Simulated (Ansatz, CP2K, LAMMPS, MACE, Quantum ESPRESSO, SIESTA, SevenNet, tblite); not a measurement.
# Which run comes nearest? Li+ BF4- in gamma-butyrolactone and acetonitrile and diethyl carbonate at 360 K (102 atoms)

Density of this cell: 1.06 g/cm³. The cell holds 102 atoms: 30 C, 12 O, 50 H, 4 N, 1 B, 4 F and 1 Li. Cell: a = 10.567 Å, b = 10.567 Å, c = 10.567 Å, α = 90.0°, β = 90.0°, γ = 90.0°. 3 gamma-butyrolactone, 4 acetonitrile, 2 diethyl carbonate, 1 Li+, 1 BF4- placed at random, at 1.06 g/cm³; overlaps pushed apart, then 10 ps at 550 K with stiff harmonic cages for PF6 and BF4 with UFF radii; Joung-Cheatham ions (J. Phys. Chem. B 112, 9020 (2008)); MMFF94 bonds, angles, torsions, charges and radii (Halgren, J. Comput. Chem. 17, 490 (1996)) in harmonic and 12-6 forms; charges of ions scaled by 0.8. Snapshot after 30 ps at 360 K and fixed volume.

Geometry: as built.

The reference, a calculation:

| Property | Result |
| --- | --- |
| method | Kohn-Sham DFT, PBE, SSSP efficiency 1.3.0 pseudopotentials, plane waves (Quantum ESPRESSO 7.5); sssp-pbe-1.3.0-efficiency, cutoffs 60/480 Ry, Γ point |
| r.m.s. force component | 1.014 eV/Å |
| longest force | 3.788 eV/Å |
| pressure | 2.816 GPa |
| gap (highest filled to lowest empty level) | 4.335 eV |
| time | 2.6 min on 2 MPI ranks of Arm Neoverse V2, shared host |
| CPU time | 5.2 min |

**Question.** The same geometry is run in other programs. How far does each lie from the reference, and what does it cost?
- CP2K PBE, DZVP-MOLOPT-SR, 600/50 Ry, OT DIIS (CP2K 2026.2; 4 MPI ranks)
- CP2K GFN1-xTB, OT DIIS (CP2K 2026.2; 1 thread)
- SIESTA BLYP, PBE potentials, DZP, shift 0.01 Ry, mesh 500 Ry (SIESTA 5.4.2; 2 MPI ranks)
- MACE MP-0b2 small potential (MACE MP-0b2 small; 1 thread)
- CP2K PBE, DZVP-MOLOPT-SR, 300/50 Ry, OT DIIS (CP2K 2026.2; 2 threads)
- CP2K PBE, SZV-MOLOPT-SR, 600/50 Ry, SIGN filter 1e-04, SCF 1e-05 (CP2K 2026.2; 1 thread)
- SIESTA PBE, DZP, shift 0.02 Ry, mesh 500 Ry (SIESTA 5.4.2; 2 MPI ranks)
- CP2K PBE, DZVP-MOLOPT-SR, 210/50 Ry, OT DIIS (CP2K 2026.2; 2 threads)
- SIESTA PBE, DZP, shift 0.01 Ry, mesh 500 Ry (SIESTA 5.4.2; 2 MPI ranks)
- CP2K PBE, DZVP-MOLOPT-SR, 600/20 Ry, OT DIIS (CP2K 2026.2; 4 MPI ranks)

Differences are against the plane-wave reference, forces as r.m.s. over components; share is that over the reference's r.m.s. force, slope the least-squares factor from reference forces to these. Total energies of different programs have different zeros and aren't compared.

```tsv
run	Δ force, r.m.s. (meV/Å)	share (%)	slope	Δ pressure (GPa)	Δ gap (eV)	cores	CPU time	memory (GiB)
reference	-	-	-	-	-	2	5.2 min	2.4
CP2K PBE, DZVP-MOLOPT-SR, 600/50 Ry, OT DIIS	134	13.2	1.045	0.616	0.0312	4	7.7 min	2.6
CP2K GFN1-xTB, OT DIIS	423	41.7	0.905	-3.00	-	1	3.4 s	0.32
SIESTA BLYP, PBE potentials, DZP, shift 0.01 Ry, mesh 500 Ry	798	78.6	1.211	5.21	-0.0908	2	3.3 min	1.7
MACE MP-0b2 small potential	171	16.9	0.975	0.349	-	1	6.2 s	0.67
CP2K PBE, DZVP-MOLOPT-SR, 300/50 Ry, OT DIIS (coarse)	133	13.1	1.043	0.641	0.032	2	6.8 min	0.87
CP2K PBE, SZV-MOLOPT-SR, 600/50 Ry, SIGN filter 1e-04, SCF 1e-05 (coarse)	1988	196	1.480	10.1	-	1	1.9 min	1.5
SIESTA PBE, DZP, shift 0.02 Ry, mesh 500 Ry	563	55.5	1.161	1.29	-0.192	2	2.6 min	1.5
CP2K PBE, DZVP-MOLOPT-SR, 210/50 Ry, OT DIIS (coarse)	277	27.3	1.052	0.727	0.0333	2	5.6 min	0.6
SIESTA PBE, DZP, shift 0.01 Ry, mesh 500 Ry	698	68.8	1.190	3.50	-0.115	2	3.4 min	1.7
CP2K PBE, DZVP-MOLOPT-SR, 600/20 Ry, OT DIIS (coarse)	155	15.3	1.044	0.943	0.0226	4	4.4 min	2.6
```

Rows marked coarse were listed beforehand as settings not expected to be converged; some can still land near the reference.

Times of the machine-learned potentials are mostly Python's start and the loading of weights.

CPU time is summed over cores on a shared host, where runs went side by side, so it is rough. Symmetry, cutoffs, thresholds, outputs and thread counts weren't matched or tuned between programs; memory under MPI is the largest rank's times the ranks.

The PBE runs in local orbitals, coarse settings apart, differ by 13 % (CP2K PBE, DZVP-MOLOPT-SR, 600/50 Ry, OT DIIS) to 69 % (SIESTA PBE, DZP, shift 0.01 Ry, mesh 500 Ry); basis, grid and potentials can all enter. Tight binding differs by 42 % (CP2K GFN1-xTB, OT DIIS); it is another model, with fitted parameters of its own, and the xTB methods hold dispersion. Machine-learned potentials differ by 17 % (MACE MP-0b2 small potential); they were trained on other programs' data. Rows with another functional or a dispersion term differ by 79 % (SIESTA BLYP, PBE potentials, DZP, shift 0.01 Ry, mesh 500 Ry), which mixes the change of model with differences of basis and potentials, some of them made for another functional. Periodic xTB results under one method name differ between programs and library versions. Machine-learned potentials mimic data converged in k, so the reference's own k-point error enters their differences. The network of contacts between molecules at the start is that of the classical potential that made the cell, and needn't be the one that DFT or experiment would give. The electronic-structure runs sample only Γ, in a cell whose shortest periodic width is 11 Å.

[Logs are printed without paths, hosts, clocks, repeated set-up lines and the standing remarks that a program may print on its own settings, such as how far it seeks lower states.]

[Hosts, paths, dates, database ids (printed as entryN), source tags and the programs' standing remarks are cut or masked in the printed files.]

[The MMFF94 radii named for the starting cell were scaled by 0.96; in molecules described by MMFF94, hydrogen bound to N, O or S took a small fixed 12-6 site in their place.]
